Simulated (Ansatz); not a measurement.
# F on Mo(110): change of the work function

Wanted: Δφ(θ) for F/Mo(110), starting from the hollow site.

Main program and level: Ansatz 0.2.0; plane-wave DFT, PBE, Ansatz PAW.

## Step 1: The starting structure

The cell holds 4 atoms: 4 Mo. Cell: a = 2.728 Å, b = 2.728 Å, c = 24.682 Å, α = 90.0°, β = 90.0°, γ = 70.5°. Vacuum lies along c.

## Step 2: The clean slab

The bare slab comes first, as the zero from which every change is counted. The two lowest layers are held at bulk places and the upper ones relax. The dipole correction removes the false field that a one-sided slab makes across the periodic vacuum, so each face gets a flat vacuum level of its own.

The input, input.yaml:

```yaml
crystal:
  lattice:
    - [2.2273863607, -1.575, 0.0]
    - [2.2273863607, 1.575, 0.0]
    - [0.0, 0.0, 24.6821590822]
  atoms:
    - { symbol: Mo, position: [0.0, 0.0, 0.3646358477] }
    - { symbol: Mo, position: [0.5, 0.5, 0.4548786159] }
    - { symbol: Mo, position: [0.0, 0.0, 0.5451213841] }
    - { symbol: Mo, position: [0.5, 0.5, 0.6353641523] }
kpoints:
  mp_grid: { grid: [12, 12, 1] }
hamiltonian:
  xc: pbe
scf:
  occupations: { method: fermi_dirac, width: 0.1 }
  convergence: { dr2_threshold: 1.0e-08 }
efield:
  axis: 3
  dipole_correction: true
  ramp_position: 0.97
  ramp_width: 0.06
relax:
  f_tol: 0.02
  max_steps: 60
  constraints: [{ sites: [0, 1] }]
output:
  write_potential: true
  write_density: true
  volumetric_format: npy
```

Launch:

```
> ansatz run input.yaml --threads 4 --pin off --max-ram 16384MiB --backend cpu --events-out ev --progress --plain --runs-dir out
```

Standard output:

```text
Engine: ansatz 0.2.0, aarch64-unknown-linux-gnu
Pseudopotentials: kind: paw
Pseudopotential: Mo, paw, valence charge 14, recommended cutoff 420 eV (normal), Mo.paw.azcp
Functional definition: PBE
  parameter kappa = 0.804
  parameter beta = 0.066725
  exchange = pbe_x(kappa = kappa, mu = beta*pi^2/3)
  correlation = pbe_c(beta = beta)
Crystal: 4 atoms, lattice volume = 173.177 Å³
Basis set: ecut = 420 eV, 3445 PW (Γ), exchange–correlation on 40×40×360 points (8 copies of the dense FFT grid, shifted against one another)
Bands: 34, of which v1, the nominal top of the filled ones, is band 28 counted from 1 (27 counted from 0)
Symmetry: 4 space group operations
k-points: 43 of 144
Non-local potential: Mo, projectors of the file, l = 0: 3, l = 1: 2, l = 2: 2, l = 3: 1
PAW form: soft (Blöchl's): semilocal exchange-correlation on the pseudo side does not see the compensation charge
PAW one-centre angular grid: Mo, 590 points (default); XC on 64 Gauss nodes
Initial density: superposition of atomic densities (neutral atoms: chi_scale 0, normalization atom), corrected by the library's trained network
Initial wavefunctions: pseudopotential atomic-orbital guess
Functional: x = pbe(κ = 0.804, μ = 0.219515), c = pbe(β = 0.066725)
SCF iter   1: F=—  HF=-19821.647128 eV  |F-HF|=—  |Δ(HF+E_count)|=         —  Δρ=3.78e-3  dr2=1.40e-1  ethr=1.77e-3  p=-0.000 e·Å  D=-4.77e-14 V/Å  ΔV_dip=0.00 eV  dr2_dipole=1.17e-6  V_vac-E_F(+/−)=4.86/4.86 eV  ⟨swp⟩=8.9  Hψ=15645  notcnv=0  defer=5
efield: sawtooth ramp at fractional position 0.9700 (set: `efield.ramp_position`, or a place that a band, a saddle search or an elastic batch's reference lends), width 0.0600; the density the first Hamiltonian is built on has a dipole p = -0.000 e·Å; the dipole correction subtracts the counter field D = -4.77e-14 V/Å, which shifts the + side's vacuum level by +0.00 eV against the − side's; the planar-averaged density in the ramp window peaks in size at 1.4e-5 e/Å³
automatic band count: the SCF goes on with 40 bands, as 34 were too few: the levels above may hold too much charge
preconditioner: auto → LDOS  [metal: Δε(μ)=0.026 eV  Ē_g=5.170 eV  σ=0.100 eV  W_gap=0.07  n_scr=16 (ndim 8)  ℏωp=13.8 eV  f_vac=0.563  D(μ)=3.57/eV (n_scr^D=14)  β→1.0]
SCF iter   2: F=—  HF=-19821.643445 eV  |F-HF|=—  |Δ(HF+E_count)|=   3.68e-3  Δρ=1.93e-3  dr2=1.96e-2  ethr=2.50e-4  p=0.000 e·Å  D=4.94e-6 V/Å  ΔV_dip=-0.00 eV  dr2_dipole=1.04e-6  V_vac-E_F(+/−)=4.70/4.70 eV  ⟨swp⟩=2.1  Hψ=2763  notcnv=0  defer=21
SCF iter   3: F=—  HF=-19821.641432 eV  |F-HF|=—  |Δ(HF+E_count)|=   2.01e-3  Δρ=5.02e-4  dr2=1.45e-3  ethr=3.50e-5  p=0.000 e·Å  D=3.71e-6 V/Å  ΔV_dip=-0.00 eV  dr2_dipole=1.26e-7  V_vac-E_F(+/−)=4.72/4.72 eV  ⟨swp⟩=2.2  Hψ=2388  notcnv=0  defer=21
SCF iter   4: F=—  HF=-19821.641192 eV  |F-HF|=—  |Δ(HF+E_count)|=   2.41e-4  Δρ=1.36e-4  dr2=7.48e-5  ethr=2.60e-6  p=0.000 e·Å  D=1.73e-6 V/Å  ΔV_dip=-0.00 eV  dr2_dipole=3.26e-8  V_vac-E_F(+/−)=4.71/4.71 eV  ⟨swp⟩=3.0  Hψ=2598  notcnv=0  defer=21
SCF iter   5: F=—  HF=-19821.641212 eV  |F-HF|=—  |Δ(HF+E_count)|=   2.06e-5  Δρ=3.96e-5  dr2=6.14e-6  ethr=1.34e-7  p=0.000 e·Å  D=1.84e-7 V/Å  ΔV_dip=-0.00 eV  dr2_dipole=7.59e-10  V_vac-E_F(+/−)=4.70/4.70 eV  ⟨swp⟩=2.6  Hψ=2473  notcnv=0  defer=21
SCF iter   6: F=—  HF=-19821.641292 eV  |F-HF|=—  |Δ(HF+E_count)|=   7.97e-5  Δρ=1.55e-5  dr2=8.69e-7  ethr=1.10e-8  p=-0.000 e·Å  D=-9.75e-8 V/Å  ΔV_dip=0.00 eV  dr2_dipole=2.59e-12  V_vac-E_F(+/−)=4.70/4.70 eV  ⟨swp⟩=2.1  Hψ=2413  notcnv=0  defer=21
SCF iter   7: F=—  HF=-19821.641293 eV  |F-HF|=—  |Δ(HF+E_count)|=   4.78e-7  Δρ=4.02e-6  dr2=7.38e-8  ethr=1.55e-9  p=-0.000 e·Å  D=-1.25e-7 V/Å  ΔV_dip=0.00 eV  dr2_dipole=3.69e-11  V_vac-E_F(+/−)=4.69/4.69 eV  ⟨swp⟩=2.1  Hψ=2303  notcnv=0  defer=21
SCF iter   8: F=-19821.641293 eV  HF=-19821.641293 eV  |F-HF|=4.27e-9  |Δ(HF+E_count)|=   8.39e-8  Δρ=1.47e-6  dr2=6.62e-9  ethr=1.79e-11  p=-0.000 e·Å  D=-2.43e-8 V/Å  ΔV_dip=0.00 eV  dr2_dipole=1.83e-12  V_vac-E_F(+/−)=4.69/4.69 eV  ⟨swp⟩=10.7  Hψ=11440  notcnv=0
SCF 1 converged in 8 iterations: F = -19821.641293 eV  dr2 = 6.62e-9
  greatest PAW one-centre occupation: 0.998 electrons in one spin orbital (limit 2), on the Mo atom at site 0 (counted from 0), in its partial waves of l = 0
relax step   1: F+E_penalty+E_count = -19821.64129266 eV  Δ(F+E_penalty+E_count) = +0.000e0 eV  max|allowed force component| = 6.071e-1 eV/Å  Δτ_max = 0.0000 Å  (8 SCF iters, accepted)
Bands: 40, of which v1, the nominal top of the filled ones, is band 28 counted from 1 (27 counted from 0)
Initial density: handed on by an earlier stage of this run
Initial wavefunctions: those handed on with the density
iter 1 solved again at ethr=6.81e-4 eV; its pass at ethr=3.10e-3 eV (dr2=3.81e-1 eV) is discarded
SCF iter   1: F=—  HF=-19821.655302 eV  |F-HF|=—  |Δ(HF+E_count)|=         —  Δρ=9.01e-3  dr2=3.79e-1  ethr=6.81e-4  p=0.000 e·Å  D=7.11e-7 V/Å  ΔV_dip=-0.00 eV  dr2_dipole=2.16e-3  V_vac-E_F(+/−)=4.71/4.71 eV  ⟨swp⟩=1.6  Hψ=6582  notcnv=0  defer=26
efield: sawtooth ramp at fractional position 0.9700 (set: `efield.ramp_position`, or a place that a band, a saddle search or an elastic batch's reference lends), width 0.0600; the density the first Hamiltonian is built on has a dipole p = 0.000 e·Å; the dipole correction subtracts the counter field D = 7.11e-7 V/Å, which shifts the + side's vacuum level by -0.00 eV against the − side's; the planar-averaged density in the ramp window peaks in size at 3.6e-6 e/Å³
preconditioner: auto → LDOS  [metal: Δε(μ)=0.032 eV  Ē_g=5.280 eV  σ=0.100 eV  W_gap=0.08  n_scr=16 (ndim 8)  ℏωp=13.8 eV  f_vac=0.569  D(μ)=3.64/eV (n_scr^D=14)  β→1.0]
SCF iter   2: F=—  HF=-19821.637650 eV  |F-HF|=—  |Δ(HF+E_count)|=   1.77e-2  Δρ=4.01e-3  dr2=1.08e-1  ethr=6.78e-4  p=0.007 e·Å  D=7.44e-3 V/Å  ΔV_dip=-0.18 eV  dr2_dipole=1.22e-3  V_vac-E_F(+/−)=4.51/4.69 eV  ⟨swp⟩=2.3  Hψ=2710  notcnv=0  defer=26
SCF iter   3: F=—  HF=-19821.629266 eV  |F-HF|=—  |Δ(HF+E_count)|=   8.38e-3  Δρ=1.79e-3  dr2=1.82e-2  ethr=1.92e-4  p=0.006 e·Å  D=6.37e-3 V/Å  ΔV_dip=-0.16 eV  dr2_dipole=2.87e-4  V_vac-E_F(+/−)=4.55/4.71 eV  ⟨swp⟩=2.4  Hψ=3010  notcnv=0  defer=26
SCF iter   4: F=—  HF=-19821.625514 eV  |F-HF|=—  |Δ(HF+E_count)|=   3.75e-3  Δρ=4.20e-4  dr2=7.00e-4  ethr=3.26e-5  p=0.007 e·Å  D=7.29e-3 V/Å  ΔV_dip=-0.18 eV  dr2_dipole=1.75e-5  V_vac-E_F(+/−)=4.52/4.70 eV  ⟨swp⟩=3.0  Hψ=2790  notcnv=0  defer=26
[...]
preconditioner: auto → LDOS  [metal: Δε(μ)=0.017 eV  Ē_g=5.205 eV  σ=0.100 eV  W_gap=0.04  n_scr=16 (ndim 8)  ℏωp=13.8 eV  f_vac=0.567  D(μ)=3.42/eV (n_scr^D=14)  β→1.0]
SCF iter   2: F=—  HF=-19821.665870 eV  |F-HF|=—  |Δ(HF+E_count)|=   3.93e-3  Δρ=2.32e-3  dr2=4.41e-2  ethr=1.98e-4  p=0.006 e·Å  D=6.20e-3 V/Å  ΔV_dip=-0.15 eV  dr2_dipole=3.08e-3  V_vac-E_F(+/−)=4.55/4.71 eV  ⟨swp⟩=2.0  Hψ=2812  notcnv=0  defer=26
SCF iter   3: F=—  HF=-19821.662933 eV  |F-HF|=—  |Δ(HF+E_count)|=   2.94e-3  Δρ=8.29e-4  dr2=4.40e-3  ethr=7.87e-5  p=0.006 e·Å  D=6.03e-3 V/Å  ΔV_dip=-0.15 eV  dr2_dipole=6.38e-4  V_vac-E_F(+/−)=4.55/4.70 eV  ⟨swp⟩=2.0  Hψ=2291  notcnv=0  defer=26
SCF iter   4: F=—  HF=-19821.662283 eV  |F-HF|=—  |Δ(HF+E_count)|=   6.51e-4  Δρ=2.74e-4  dr2=4.17e-4  ethr=7.86e-6  p=0.005 e·Å  D=5.31e-3 V/Å  ΔV_dip=-0.13 eV  dr2_dipole=6.02e-5  V_vac-E_F(+/−)=4.57/4.70 eV  ⟨swp⟩=3.5  Hψ=3106  notcnv=0  defer=26
SCF iter   5: F=—  HF=-19821.662246 eV  |F-HF|=—  |Δ(HF+E_count)|=   3.68e-5  Δρ=7.82e-5  dr2=1.95e-5  ethr=7.45e-7  p=0.005 e·Å  D=5.03e-3 V/Å  ΔV_dip=-0.12 eV  dr2_dipole=1.51e-6  V_vac-E_F(+/−)=4.57/4.70 eV  ⟨swp⟩=2.5  Hψ=2546  notcnv=0  defer=26
SCF iter   6: F=—  HF=-19821.662253 eV  |F-HF|=—  |Δ(HF+E_count)|=   7.25e-6  Δρ=2.97e-5  dr2=1.84e-6  ethr=3.47e-8  p=0.005 e·Å  D=4.92e-3 V/Å  ΔV_dip=-0.12 eV  dr2_dipole=6.05e-9  V_vac-E_F(+/−)=4.57/4.70 eV  ⟨swp⟩=2.1  Hψ=2333  notcnv=0  defer=26
SCF iter   7: F=—  HF=-19821.662328 eV  |F-HF|=—  |Δ(HF+E_count)|=   7.45e-5  Δρ=1.27e-5  dr2=5.17e-7  ethr=3.28e-9  p=0.005 e·Å  D=4.84e-3 V/Å  ΔV_dip=-0.12 eV  dr2_dipole=2.83e-8  V_vac-E_F(+/−)=4.58/4.70 eV  ⟨swp⟩=2.1  Hψ=2436  notcnv=0  defer=26
SCF iter   8: F=—  HF=-19821.662328 eV  |F-HF|=—  |Δ(HF+E_count)|=   8.29e-8  Δρ=2.78e-6  dr2=3.22e-8  ethr=9.24e-10  p=0.005 e·Å  D=4.83e-3 V/Å  ΔV_dip=-0.12 eV  dr2_dipole=1.60e-9  V_vac-E_F(+/−)=4.58/4.70 eV  ⟨swp⟩=2.8  Hψ=3061  notcnv=0  defer=26
SCF iter   9: F=-19821.662328 eV  HF=-19821.662328 eV  |F-HF|=6.62e-9  |Δ(HF+E_count)|=   1.90e-8  Δρ=8.02e-7  dr2=1.26e-9  ethr=1.79e-11  p=0.005 e·Å  D=4.82e-3 V/Å  ΔV_dip=-0.12 eV  dr2_dipole=8.06e-15  V_vac-E_F(+/−)=4.58/4.70 eV  ⟨swp⟩=10.1  Hψ=11130  notcnv=0
SCF 3 converged in 9 iterations: F = -19821.662328 eV  dr2 = 1.26e-9
relax step   3: F+E_penalty+E_count = -19821.66232783 eV  Δ(F+E_penalty+E_count) = -2.104e-2 eV  max|allowed force component| = 1.718e-1 eV/Å  Δτ_max = 0.0695 Å  (9 SCF iters, accepted)
SCF iter   1: F=—  HF=-19821.663916 eV  |F-HF|=—  |Δ(HF+E_count)|=         —  Δρ=8.39e-4  dr2=3.50e-3  ethr=6.23e-5  p=0.005 e·Å  D=4.82e-3 V/Å  ΔV_dip=-0.12 eV  dr2_dipole=1.17e-4  V_vac-E_F(+/−)=4.57/4.69 eV  ⟨swp⟩=2.4  Hψ=3395  notcnv=0  defer=26
efield: sawtooth ramp at fractional position 0.9700 (set: `efield.ramp_position`, or a place that a band, a saddle search or an elastic batch's reference lends), width 0.0600; the density the first Hamiltonian is built on has a dipole p = 0.005 e·Å; the dipole correction subtracts the counter field D = 4.82e-3 V/Å, which shifts the + side's vacuum level by -0.12 eV against the − side's; the planar-averaged density in the ramp window peaks in size at 4.2e-6 e/Å³
preconditioner: auto → LDOS  [metal: Δε(μ)=0.010 eV  Ē_g=5.198 eV  σ=0.100 eV  W_gap=0.02  n_scr=16 (ndim 8)  ℏωp=13.8 eV  f_vac=0.567  D(μ)=3.47/eV (n_scr^D=14)  β→1.0]
SCF iter   2: F=—  HF=-19821.663778 eV  |F-HF|=—  |Δ(HF+E_count)|=   1.38e-4  Δρ=4.26e-4  dr2=1.37e-3  ethr=6.24e-6  p=0.004 e·Å  D=4.06e-3 V/Å  ΔV_dip=-0.10 eV  dr2_dipole=2.10e-5  V_vac-E_F(+/−)=4.60/4.70 eV  ⟨swp⟩=2.0  Hψ=2569  notcnv=0  defer=26
SCF iter   3: F=—  HF=-19821.663680 eV  |F-HF|=—  |Δ(HF+E_count)|=   9.75e-5  Δρ=1.70e-4  dr2=1.67e-4  ethr=2.44e-6  p=0.004 e·Å  D=4.18e-3 V/Å  ΔV_dip=-0.10 eV  dr2_dipole=3.14e-6  V_vac-E_F(+/−)=4.59/4.69 eV  ⟨swp⟩=2.0  Hψ=2242  notcnv=0  defer=26
SCF iter   4: F=—  HF=-19821.663648 eV  |F-HF|=—  |Δ(HF+E_count)|=   3.23e-5  Δρ=4.02e-5  dr2=5.53e-6  ethr=2.98e-7  p=0.004 e·Å  D=4.07e-3 V/Å  ΔV_dip=-0.10 eV  dr2_dipole=5.62e-7  V_vac-E_F(+/−)=4.60/4.70 eV  ⟨swp⟩=3.4  Hψ=3040  notcnv=0  defer=26
SCF iter   5: F=—  HF=-19821.663725 eV  |F-HF|=—  |Δ(HF+E_count)|=   7.67e-5  Δρ=1.23e-5  dr2=5.71e-7  ethr=9.88e-9  p=0.004 e·Å  D=3.99e-3 V/Å  ΔV_dip=-0.10 eV  dr2_dipole=4.19e-8  V_vac-E_F(+/−)=4.60/4.70 eV  ⟨swp⟩=2.7  Hψ=2627  notcnv=0  defer=26
SCF iter   6: F=—  HF=-19821.663725 eV  |F-HF|=—  |Δ(HF+E_count)|=   2.10e-7  Δρ=3.79e-6  dr2=5.79e-8  ethr=1.02e-9  p=0.004 e·Å  D=3.95e-3 V/Å  ΔV_dip=-0.10 eV  dr2_dipole=2.24e-9  V_vac-E_F(+/−)=4.60/4.70 eV  ⟨swp⟩=2.3  Hψ=2351  notcnv=0  defer=26
SCF iter   7: F=-19821.663725 eV  HF=-19821.663725 eV  |F-HF|=3.88e-9  |Δ(HF+E_count)|=   3.93e-8  Δρ=1.56e-6  dr2=8.52e-9  ethr=1.79e-11  p=0.004 e·Å  D=3.94e-3 V/Å  ΔV_dip=-0.10 eV  dr2_dipole=2.54e-10  V_vac-E_F(+/−)=4.60/4.70 eV  ⟨swp⟩=10.8  Hψ=11535  notcnv=0
SCF 4 converged in 7 iterations: F = -19821.663725 eV  dr2 = 8.52e-9
relax step   4: F+E_penalty+E_count = -19821.66372504 eV  Δ(F+E_penalty+E_count) = -1.397e-3 eV  max|allowed force component| = 6.160e-3 eV/Å  Δτ_max = 0.0105 Å  (7 SCF iters, accepted)
NSCF: frozen V_eff on 43 k-points
the band table was solved once a step of the walk had ended and its energy, with any forces and stress, was formed, with the checks that follow a solve (8320 applications of the Hamiltonian). They found nothing against the state; the energy, forces and stress were not computed again (output.eigenvalues in the input reference)
SCF converged after 7 iterations
Free energy (F): -19821.663725 eV
Harris-Foulkes:  -19821.663725 eV  (|F-HF|=3.88e-9)
Internal energy: -19821.546906 eV  (E = F + TS)
E sigma→0 (E₀):  -19821.605316 eV
Entropy (-TS):   -0.116819 eV (-29.205 meV/atom)
Fermi energy:    4.749028 eV
Dipole field:    D = 0.003959 V/Å  (p = 0.003789 e·Å, saw-weighted, corrected)
Work function:   Φ+ = 4.5981 eV   Φ− = 4.6959 eV
Levels:          The Fermi level and band energies are counted from a zero that moves with the ramp; work functions are not
--- Per-component energies (eV) ---
  E_band       = -1128.803101
  E_kinetic    = 1758.636077
  E_local      = -73076.344926  (includes V_loc(G=0)·N_el)
  E_nonlocal   = 573.008626
  E_hartree    = 35551.714988
  E_xc         = -730.509318
  E_vxc        = -911.323818  (∫ρ·V_xc dr)
  E_paw        = -12805.328642  (= ΣΔE_a)
  E_vpaw       = -576.218629  (= ΣTr[D̂ρ^β])
  E_aug_tail   = 0.000170  (compensation charges beyond the density's cutoff)
  E_efield     = 0.000007  (sawtooth field / dipole correction)
  E_vefield    = 0.002053  (∫n·V_field dr)
  E_ewald      = 28907.276112
  E_smearing   = -0.116819  (= −TS)
  E_closure    = -0.000000  (closes the sum)
  Σ components = -19821.663725   (vs F -19821.663725, Δ=0.00e0)
--- Forces (eV/Å), atoms counted from 1 ---
  atom   1  Mo     0.00000000     0.00000000     0.48968382
  atom   2  Mo     0.00000000    -0.00000000    -0.48732685
  atom   3  Mo     0.00000000    -0.00000000    -0.00615989
  atom   4  Mo     0.00000000     0.00000000     0.00374740
  max |Σ_I F_I| component: 5.55e-5 eV/Å
--- Band table (eV; the first three rows and the last of 43) ---
  k-point 0: bands = [... 24 lower, 3.2679, 3.3587, 3.5222, 3.7666, 4.8655, 5.1015, 5.8499, 5.9160, ... 8 higher]
  k-point 1: bands = [... 24 lower, 3.1262, 3.2374, 3.5562, 3.9741, 4.5550, 5.1890, 5.4643, 5.7715, ... 8 higher]
  k-point 2: bands = [... 24 lower, 2.9540, 3.0742, 3.7021, 3.9784, 4.4501, 4.6794, 5.6510, 5.7078, ... 8 higher]
  k-point 42: bands = [... 24 lower, 3.2412, 5.2680, 5.2859, 5.5507, 5.7353, 6.1980, 7.4154, 7.7054, ... 8 higher]
--- Relaxed structure (4 steps of the walk, 3 accepted, 0 SCFs on fresh bases) ---
  F+E_penalty+E_count = -19821.66372504 eV   max|allowed force component| = 6.160e-3 eV/Å
  atoms:
    - { symbol: Mo, position: [0.0, 0.0, 0.364636] }
    - { symbol: Mo, position: [0.500000, 0.500000, 0.454879] }
    - { symbol: Mo, position: [-3.918099e-19, 3.918099e-19, 0.546022] }
    - { symbol: Mo, position: [0.500000, 0.500000, 0.632974] }
```

It took 25 s on 4 threads of Arm Neoverse V1, shared host; peak memory 0.58 GiB; 100 s of CPU time.

The steps of the relaxation:

| step | energy less that of the first step (eV) | largest force component (eV/Å) |
| --- | --- | --- |
| 1 | 0.0000 | 0.6071 |
| 2 | 0.0156 | 0.8030 |
| 3 | -0.0210 | 0.1718 |
| 4 | -0.0224 | 0.0062 |

Relaxation step 2 was tried and not accepted.

Forces are held to the 4 operations that the program found; a distortion that breaks them can't arise in this run.

The atoms that moved most (Å):

| atom | dx | dy | dz | length |
| --- | --- | --- | --- | --- |
| Mo4 | 0.000 | 0.000 | -0.059 | 0.059 |
| Mo3 | 0.000 | 0.000 | 0.022 | 0.022 |

Final coordinates:

```xyz
4
Lattice="2.2274 -1.5750 0.0000 2.2274 1.5750 0.0000 0.0000 0.0000 24.6822" Properties=species:S:1:pos:R:3
Mo    0.0000    0.0000    9.0000
Mo    2.2274    0.0000   11.2274
Mo    0.0000    0.0000   13.4770
Mo    2.2274    0.0000   15.6232
```

This step gave:

```yaml
energy_at_zero_smearing: -19821.6053 eV
work_function_upper_face: 4.598 eV
work_function_lower_face: 4.696 eV
dipole_along_the_normal: 0.003789 e·Å
step_between_the_vacuum_levels: -0.09771 eV
```

Running mean over 2.227 Å of the planar mean; the ramp of the sawtooth is left out. The electron's electrostatic potential energy less the Fermi level by z:

| z (Å) | electron's electrostatic potential energy less the Fermi level (eV) |
| --- | --- |
| 3.5 | 4.70 |
| 4.0 | 4.69 |
| 4.5 | 4.69 |
| 5.0 | 4.68 |
| 5.5 | 4.65 |
| 6.0 | 4.55 |
| 6.5 | 4.23 |
| 7.0 | 3.21 |
| 7.5 | -0.134 |
| 8.0 | -5.98 |
| 8.5 | -10.8 |
| 9.0 | -12.4 |
| 9.5 | -12.6 |
| 10.0 | -12.7 |
| 10.5 | -12.8 |
| 11.0 | -12.9 |
| 11.5 | -12.9 |
| 12.0 | -12.7 |
| 12.5 | -12.7 |
| 13.0 | -12.8 |
| 13.5 | -13.0 |
| 14.0 | -13.4 |
| 14.5 | -13.7 |
| 15.0 | -13.3 |
| 15.5 | -12.7 |
| 16.0 | -11.5 |
| 16.5 | -7.48 |
| 17.0 | -1.49 |
| 17.5 | 2.59 |
| 18.0 | 3.99 |
| 18.5 | 4.41 |
| 19.0 | 4.54 |
| 19.5 | 4.58 |
| 20.0 | 4.59 |
| 20.5 | 4.60 |
| 21.0 | 4.60 |
| 21.5 | 4.60 |

The relaxation took 4 steps and lowered the energy by 0.022 eV; the largest force on the free atoms ends at 0.0062 eV/Å.

The work function of the upper face is 4.60 eV.

[end of part 1 of 4]

[Long decimals in the printed logs are rounded to 6 places.]

[Logs are printed without paths, hosts, clocks, repeated set-up lines and the standing remarks that a program may print on its own settings, such as how far it seeks lower states.]

[Hosts, paths, dates, database ids (printed as entryN), source tags and the programs' standing remarks are cut or masked in the printed files.]

[Maps of the electrostatic potential energy from Ansatz leave out the sawtooth potential of an applied field or a dipole correction, so their vacuum need not be flat; planar profiles and work functions include it.]
